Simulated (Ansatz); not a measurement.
# Bi2Te3 (Tellurobismuthite): how G0W0 depends on its starting point

One-shot GW is not self-consistent; how far does the start matter for Bi2Te3 (Tellurobismuthite)?

Calculated with Ansatz 0.2.0; G0W0 on several functionals, plane waves, PAW.

Report form: the programs' logs are mostly left out.

In doubt: masses and optical values from hybrid runs of this build are listed as unsure (step 4), which bears on the screening that GW takes from such a start.

## 1. Set-up

It takes space group R-3m (No. 166, trigonal). Conventional cell: a = 4.386 Å, b = 4.386 Å, c = 30.497 Å, α = 90.00°, β = 90.00°, γ = 120.00°. Bi has 6 Te at 3.07 to 3.25 Å nearest. Te has 6 Bi at 3.25 Å nearest. Nearest to Te lie 3 Bi at 3.07 Å. Farther neighbours and most contacts between anions are not listed.

The cell and positions come from the Crystallography Open Database and are kept as given unless a step says otherwise. Spin-orbit coupling is left out unless a step names it. The default PAW set here is soft_2. Its files were made with PBE.

## 2. G0W0 on PBE

Now the one-shot GW correction: screening in the RPA, then the self-energy of the levels asked for.

This step: G0W0 on PBE, plane waves, PAW.

input.yaml

```yaml
crystal:
  lattice:
    - [2.193, 1.2661291403, 10.1656666667]
    - [-2.193, 1.2661291403, 10.1656666667]
    - [0.0, -2.5322582807, 10.1656666667]
  atoms:
    - { symbol: Bi, position: [0.4, 0.4, 0.4] }
    - { symbol: Bi, position: [0.6, 0.6, 0.6] }
    - { symbol: Te, position: [0.0, 0.0, 0.0] }
    - { symbol: Te, position: [0.2095, 0.2095, 0.2095] }
    - { symbol: Te, position: [0.7905, 0.7905, 0.7905] }
kpoints:
  mp_grid: { grid: [4, 4, 4] }
hamiltonian:
  xc: pbe
scf:
  occupations: { method: fixed }
gw:
  n_empty_bands: 928
  ecut_chi: 180.0
  qp_bands: [v2, c2]
  qp_kpoints: band_edges
  screening: { model: contour_deformation }
```

Launch:

```sh
$ ansatz run input.yaml --threads 3 --pin off --max-ram 64512MiB --backend cuda --events-out ev --progress --plain --runs-dir out --devices 1 --max-vram 24GiB  # rebuilt from the run's record
```

Run time: 88 s. Hardware: 1 × NVIDIA H100 80GB HBM3 (shared by 3 runs) with 3 threads of AMD EPYC 7R13 (Zen 3), shared host; peak memory 3.8 GiB.

This step gave:

- bands summed: 967
- RPA ε∞ on this mesh (eigenvalues): 47.39, 47.39, 54.40
- plane waves in the screening matrix: 941
- q-points in the mesh: 64
- G0W0 gap on the mesh: 0.5140 eV
- k of the valence top: 0, 0, 0
- k of the conduction bottom: 0, 0, 0
- starting gap on the mesh: 0.2971 eV
- Z at the valence top: 0.7520
- Z at the conduction bottom: 0.7699
- least direct G0W0 gap on the computed points: 0.5140 eV

The gap on the mesh goes from 0.30 eV to 0.51 eV, a correction of +0.22 eV. Between the two edge states, bare exchange in place of the xc potential would open the gap by 3.07 eV, and correlation takes back 2.85 eV.

## 3. G0W0 on r2SCAN

The same correction from a different start measures what one shot leaves open.

This step: G0W0 on r2SCAN, plane waves, PAW.

Changes to input.yaml since step 2:

```diff
@@ -14,3 +14,3 @@
 hamiltonian:
-  xc: pbe
+  xc: r2scan
 scf:
```

It took 1.7 min on 1 × NVIDIA H100 80GB HBM3 (shared by 3 runs) with 3 threads; peak memory 5.3 GiB; 3.2 min of CPU time.

This step gave:

```yaml
bands_summed: 967
rpa_eps_infinity_on_this_mesh_eigenvalues: 30.38, 39.38, 39.38
plane_waves_in_the_screening_matrix: 941
q_points_in_the_mesh: 64
g0w0_gap_on_the_mesh: 0.6047 eV
k_of_the_valence_top: 0, 0, 0
k_of_the_conduction_bottom: 0, 0, 0
starting_gap_on_the_mesh: 0.5229 eV
z_at_the_valence_top: 0.7583
z_at_the_conduction_bottom: 0.7745
least_direct_g0w0_gap_on_the_computed_points: 0.6047 eV
```

Against the run with 4×4×4 mesh, 928 empty bands, screening to 180 eV on PBE, the gap moves by +0.09 eV, while the start moved by +0.23 eV.

## 4. G0W0 on HSE06

This step: G0W0 on HSE06, plane waves, PAW.

Changes to input.yaml since step 3:

```diff
@@ -14,3 +14,3 @@
 hamiltonian:
-  xc: r2scan
+  xc: hse06
 scf:
```

Run time: 3.7 min. Hardware: 1 × NVIDIA H100 80GB HBM3 (shared by 3 runs) with 3 threads; peak memory 4.5 GiB; 5.6 min of CPU time.

Numbers from this step:

| Quantity | Value |
| --- | --- |
| bands summed | 967 |
| RPA ε∞ on this mesh (eigenvalues) | 25.74, 29.82, 29.82 |
| plane waves in the screening matrix | 941 |
| G0W0 gap on the mesh | 0.6491 eV |
| k of the valence top | 0, 0, 0 |
| k of the conduction bottom | 0, 0, 0 |
| starting gap on the mesh | 0.6414 eV |
| least direct G0W0 gap on the computed points | 0.6491 eV |

Against the run with 4×4×4 mesh, 928 empty bands, screening to 180 eV on r2SCAN, the gap moves by +0.04 eV, while the start moved by +0.12 eV.

## 5. Side by side

All on the 4×4×4 mesh with 928 empty bands and screening to 180 eV. Times are wall times on 1 × NVIDIA H100 80GB HBM3 (shared by 3 runs) with 3 threads of AMD EPYC 7R13 (Zen 3), shared host, good to a factor of about two.

```
 start  starting gap (eV)  shift (eV)  G0W0 gap (eV)  RPA ε∞ (harmonic mean)  Z (valence, conduction)     time
   PBE               0.30       +0.22           0.51                   49.52               0.75, 0.77     88 s
r2SCAN               0.52       +0.08           0.60                   35.84               0.76, 0.77  1.7 min
 HSE06               0.64       +0.01           0.65                   28.32               0.77, 0.79  3.7 min
```

How the two edges are built up, in eV (the quasiparticle level is the starting level plus Σx plus Σc less Vxc):

```
   run               edge  start      Σx     Σc     Vxc     Z    QP
   PBE        valence top   9.31  -14.61  -0.16  -14.34  0.75  8.88
   PBE  conduction bottom   9.61  -10.04  -3.01  -12.84  0.77  9.40
r2SCAN        valence top   9.22  -14.82   0.01  -14.47  0.76  8.88
r2SCAN  conduction bottom   9.75   -9.85  -3.17  -12.76  0.77  9.49
 HSE06        valence top   9.07  -14.79  -0.01  -14.54  0.77  8.81
 HSE06  conduction bottom   9.71   -9.69  -3.20  -12.64  0.79  9.46
```

For a hybrid start, Vxc holds its share of exact exchange.

## 6. Results

```
G0W0@PBE     : 0.51 eV (start 0.30 eV)
G0W0@r2SCAN  : 0.60 eV (start 0.52 eV)
G0W0@HSE06   : 0.65 eV (start 0.64 eV)
known limits : not at the basis limit; model gap, bands may invert with spin-orbit coupling; mesh may overstate the screening; no spin-orbit coupling
```

What this shows: The starting gaps span 0.34 eV and the G0W0 gaps 0.14 eV. Between PBE and HSE06, 0.14 eV of the 0.34 eV survives, 39 %. The smallest correction, +0.01 eV, is on HSE06, the start nearest to reproducing itself, though another is as near within the errors. Bands and cutoff are finite, so the gap is not at the basis limit. The miss can reach some tenths of an eV and take either sign; the mesh is an error of its own. Where an edge is built on 6p states of lead, bismuth or thallium, scalar-relativistic gaps usually stand too wide, by a few tenths to over one eV. With atoms this heavy and so narrow a gap, spin-orbit coupling can invert the bands. These scalar-relativistic gaps are then model values, not to be set against experiment, and a spin-orbit change taken from DFT can't simply be added. The RPA ε∞ on this mesh reaches over 25; with a narrow direct gap a coarse mesh can overstate it, and the correction is then too small.

[Paths, hosts, dates, memory and timing lines, banners, echoed tables and standing remarks are left out of the program output.]

[Logs are printed without paths, hosts, clocks, repeated set-up lines and the standing remarks that a program may print on its own settings, such as how far it seeks lower states.]

[Runs of the session that timed out or met a known fault of the program may be left out.]

[Cells called generated may have been cut or substituted from an entry of the Crystallography Open Database or the Materials Project.]

[Hosts, paths, dates, database ids (printed as entryN), source tags and the programs' standing remarks are cut or masked in the printed files.]
